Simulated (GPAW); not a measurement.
# Core-hole calculation of the Li K edge in LiMg (P-6m2), part 3 of 3

Aim: the near-edge shape at the Li K edge of LiMg (P-6m2), and what the core hole does to it.

GPAW 26.7.0; X-ray absorption from dipole matrix elements to empty bands, plane-wave PAW LDA.

So far. Step 5 (Spectrum with XCH, Li atom 2): The total-energy difference is 57.02 eV. One term is added: -3.34 eV, since the hole is spin-paired here and a spin-polarised one costs that much less in the free atom (computed apart). The photon energy is then 53.69 eV. The tabulated edge of the element is 54.7 eV. The functional leaves an error in such absolute values: in the free atom LDA prices this hole 1.0 eV below PBE (computed apart), and PBE is itself good to a few eV.

### Step 8. Spectrum with XCH, Li atom 2

Another set-up is tried: cutoff (eV) to 160.

The input, xas.py:

```python
import numpy as np
from ase import Atoms
from ase.parallel import parprint, paropen
from gpaw import GPAW, PW, FermiDirac, Mixer, MixerDif, setup_paths
from gpaw.test import gen
setup_paths.insert(0, '.')
gen('Li', name='fch1s', xcname='LDA', corehole=(1, 0, 1), write_xml=True)
from gpaw.mpi import world
world.barrier()

atoms = Atoms('Mg4Li4',
    cell=[[-3.10849752, 0, -5.02546768],
     [3.10849752, 0, -5.02546768],
     [3.10849752, -5.38407564, 0]],
    scaled_positions=[[0.41666667, 0.08333333, 0.83333333],
     [0.41666667, 0.08333333, 0.33333333],
     [0.91666667, 0.58333333, 0.83333333],
     [0.91666667, 0.58333333, 0.33333333],
     [0, 0, 0],
     [0, 0, 0.5],
     [0.5, 0.5, 0],
     [0.5, 0.5, 0.5]],
    pbc=True)
atoms.calc = calc = GPAW(legacy_gpaw=True, mode=PW(160, force_complex_dtype=True), xc='LDA', setups={4: 'fch1s'},
    kpts={'size': (4, 4, 4), 'gamma': True}, occupations=FermiDirac(0.1),
    charge=-1, mixer=Mixer(0.1, 5, 50), maxiter=150,
    convergence={'density': 0.0001, 'eigenstates': 1e-6}, txt='scf.txt')
energy = atoms.get_potential_energy() + calc.get_reference_energy()
ef = calc.get_fermi_level()
out = dict(energy=energy, fermi=ef, forces=atoms.get_forces().tolist())
parprint(f'all-electron energy {energy:.4f} eV, Fermi level {ef:.4f} eV')
ev = np.array([[calc.get_eigenvalues(k, s) for k in range(len(calc.get_ibz_k_points()))] for s in range(calc.get_number_of_spins())])
out['homo'], out['lumo'], out['counts'] = ev[ev < ef].max(), ev[ev > ef].min(), sorted(set((ev < ef).sum((0, 2)).tolist()))
out['filled'] = (ev[:, 0] < ef).sum(1).tolist()

from ase.units import Ha
from gpaw.xas import dipole_matrix_elements
nb = int(calc.get_number_of_electrons() / 2) + 103
top, nb = nb, nb + 8 + nb // 12
nscf = calc.fixed_density(kpts={'size': (4, 4, 4), 'gamma': True}, nbands=nb,
    convergence={'bands': top, 'eigenstates': 5e-3}, maxiter=60, txt='nscf.txt')
cell = atoms.cell.array
ops = [cell.T @ U.T @ np.linalg.inv(cell.T) for U in nscf.wfs.kd.symmetry.op_scc]
E = np.arange(-6, 34, 0.1)
fwhm = np.interp(E, [4, 25], [0.9, 3.5])
Y, X, zero, highest = 0, 0, 1e9, 1e9
for spin in range(nscf.get_number_of_spins()):
    wfs = nscf.wfs
    mine = wfs.bd.get_slice()  # this rank's bands
    A = dipole_matrix_elements(wfs.setups[4])
    eps = np.zeros((wfs.kd.nibzkpts, nb))
    d = np.zeros((3, A.shape[1], wfs.kd.nibzkpts, nb), complex)
    for kpt in wfs.kpt_u:
        if kpt.s == spin and 4 in kpt.P_ani:
            eps[kpt.k, mine] = kpt.eps_n * Ha
            d[:, :, kpt.k, mine] = (kpt.weight * wfs.nspins / 2) ** 0.5 * np.inner(A, kpt.P_ani[4])
    world.sum(eps)
    world.sum(d)
    T = np.einsum('amkn,bmkn->abkn', d, d.conj()).real
    T = sum(np.einsum('ai,ijkn,bj->abkn', R, T, R) for R in ops) / len(ops)
    empty = eps > ef
    zero, highest = min(zero, eps[empty].min()), min(highest, eps[:, top - 1].min())
    lines = [(eps, T, empty)] if spin == 0 else lines + [(eps, T, empty)]
for eps, T, empty in lines:
    f = np.einsum('aakn->akn', T).reshape(3, -1)
    x = eps.ravel() - zero
    w = np.interp(x, E, fwhm) / 2.35482
    g = np.exp(-0.5 * ((E[:, None] - x) / w) ** 2) / (w * (2 * np.pi) ** 0.5)
    Y = Y + (f * empty.ravel()) @ g.T
    X = X + (f * ~empty.ravel()) @ g.T
out.update(E=E.round(2).tolist(), xas=Y.tolist(), xes=X.tolist(), zero=zero, valid=highest - zero, nk=len(eps), nb=nb)
for i in range(0, len(E), 10):
    parprint(f'{E[i]:7.2f}', *(f'{v:10.3e}' for v in Y[:, i]))
import json
with paropen('out.json', 'w') as f:
    json.dump(out, f)
```

Run with:

```console
$ OMP_NUM_THREADS=1 mpirun -n 4 gpaw python xas.py
```

Numbers of over 12 decimals in the logs are rounded to 6 here.

The log of the run:

```text
Input parameters:
  charge: -1
  convergence: {density: 0.0001,
                eigenstates: 1e-06}
  kpts: {gamma: True,
         size: (4, 4, 4)}
  maxiter: 150
  mixer: {backend: pulay,
          beta: 0.1,
          method: separate,
          nmaxold: 5,
          weight: 50}
  mode: {ecut: 160.0,
         force_complex_dtype: True,
         name: pw}
  occupations: {fixmagmom: False,
[...]
warnings.warn(
<dir> UserWarning: Using symmetrized grid: (20,20,20).

  warnings.warn('Using symmetrized grid: ({},{},{}).\n'.format(*N_c))
<dir> UserWarning: Using symmetrized grid: (20,20,20).

  warnings.warn('Using symmetrized grid: ({},{},{}).\n'.format(*N_c))
all-electron energy -22463.6194 eV, Fermi level 2.0571 eV
[...]
32.00  1.241e-03  1.281e-03  1.746e-03
  33.00  1.087e-03  1.121e-03  1.669e-03
[key lines of the parts left out:]
Converged after 14 iterations.
Dipole moment: (-6.828086, -3.683738, -0.000000) |e|*Ang
Free energy:    -23.732443
Fermi level: 2.05707
```

It took 11 s on 4 MPI ranks of Intel Xeon Platinum 8488C (Sapphire Rapids), shared host; peak memory 0.2 GiB.

The run finished. A setting was moved off its sound value on purpose, so it serves as a test and not as the result.

The fault put into the input: the cutoff is far too low.

This run also has another mesh (4×4×4 against 5×5×5), so the 7 % r.m.s. difference can't be laid on the changed setting alone. The highest intensity below 16 eV goes from 7.4 eV (1.89) to 7.5 eV (1.87).

```csv
E (eV),first run,this run
-2.0,0.00,0.00
-0.5,0.10,0.15
1.0,0.88,0.63
2.5,1.08,1.04
4.0,1.31,1.27
5.5,1.09,1.08
7.0,1.78,1.74
8.5,1.46,1.46
10.0,1.28,1.31
11.5,0.81,0.77
13.0,0.88,0.90
14.5,0.86,0.85
16.0,0.73,0.74
17.5,0.64,0.63
19.0,0.48,0.49
20.5,0.42,0.41
22.0,0.49,0.48
23.5,0.56,0.56
25.0,0.61,0.60
26.5,0.65,0.64
28.0,0.65,0.64
29.5,0.60,0.59
31.0,0.54,0.54
```

### Step 9. With and without the hole

Both curves are counted from their own zero, so only the shift of weight within the empty states shows.

```
E (eV)  no hole   XCH
  -2.0     0.00  0.00
  -1.0     0.00  0.01
   0.0     0.29  0.39
   1.0     0.52  0.88
   2.0     0.40  1.04
   3.0     0.64  1.16
   4.0     0.65  1.31
   5.0     0.83  1.01
   6.0     0.80  1.21
   7.0     0.73  1.78
   8.0     1.08  1.71
   9.0     1.30  1.39
  10.0     1.50  1.28
  11.0     1.72  0.89
  12.0     1.41  0.80
  13.0     1.16  0.88
  14.0     1.19  0.91
  15.0     1.21  0.80
  16.0     1.14  0.73
  17.0     1.10  0.68
  18.0     1.05  0.59
  19.0     0.92  0.48
  20.0     0.73  0.42
  21.0     0.57  0.43
  22.0     0.52  0.49
  23.0     0.53  0.54
  24.0     0.54  0.58
  25.0     0.54  0.61
  26.0     0.56  0.64
  27.0     0.61  0.65
  28.0     0.65  0.65
  29.0     0.68  0.62
  30.0     0.66  0.58
  31.0     0.61  0.54
  32.0     0.58  0.50
```

With each curve scaled to its own mean, the area from −2 to 6 eV with the hole is 6.3 against 3.8, and the centre of weight from −1 to 20 eV moves by -2.2 eV: the hole pulls the absorber's empty states down.

### Step 10. What came out

| Item | Value |
| --- | --- |
| absorber and edge | Li K, atom 2 of the ground-state input (counted from 1) |
| surroundings | 6 Mg at 3.09 Å and 6 Li at 3.11 Å (anticuboctahedral, as in hcp, site symmetry -6m2) |
| highest intensity below 16 eV | 7.4 eV above the zero, height 1.89 |
| photon energy of the zero, with the added terms | 53.7 eV (raw 57.0 eV; LDA puts this hole about 1 eV below PBE, itself good to a few eV) |

What this shows: The Li K edge of atom 2, with 6 Mg at 3.09 Å and 6 Li at 3.11 Å (anticuboctahedral, as in hcp, site symmetry -6m2), has its highest intensity of the first 16 eV at 7.4 eV above the zero, near 61 eV in photon energy (LDA puts this hole about 1 eV below PBE, itself good to a few eV), 1.9 times the mean level of the first 20 eV (Gaussian full width 0.9 eV up to 4 eV, rising linearly to 3.5 eV at 25 eV). With each curve scaled to its own mean, the area from −2 to 6 eV with the hole is 6.3 against 3.8, and the centre of weight from −1 to 20 eV moves by -2.2 eV: the hole pulls the absorber's empty states down. Changing the core hole to FCH alters the shape by 5 % r.m.s., so the result is insensitive to this choice. At the Li K edge of atom 2 polarisation matters most near 9.2 eV, where the curves differ by 0.5 on this scale. The holes are only 5.9 Å apart, so the shape is probably not converged with cell size; no larger cell was run here. The mesh is coarse (0.26 Å⁻¹ between points), so small maxima may be mesh ripples. The structure is a computed Materials Project entry and may be a hypothetical form.

[Banner, clock and machine lines of the logs are left out without a mark of their own.]

[Logs are printed without paths, hosts, clocks, repeated set-up lines and the standing remarks that a program may print on its own settings, such as how far it seeks lower states.]

[Hosts, paths, dates, database ids (printed as entryN), source tags and the programs' standing remarks are cut or masked in the printed files.]

[Lists of maxima count a maximum above −3 eV only where it reaches 4 % of the highest in the window and stands out from its surroundings by 2 % of it (1.5 % where it reaches 55 %); shoulders and weaker maxima are passed over, and of the rest the first, up to two pre-edge ones and the few strongest are named.]
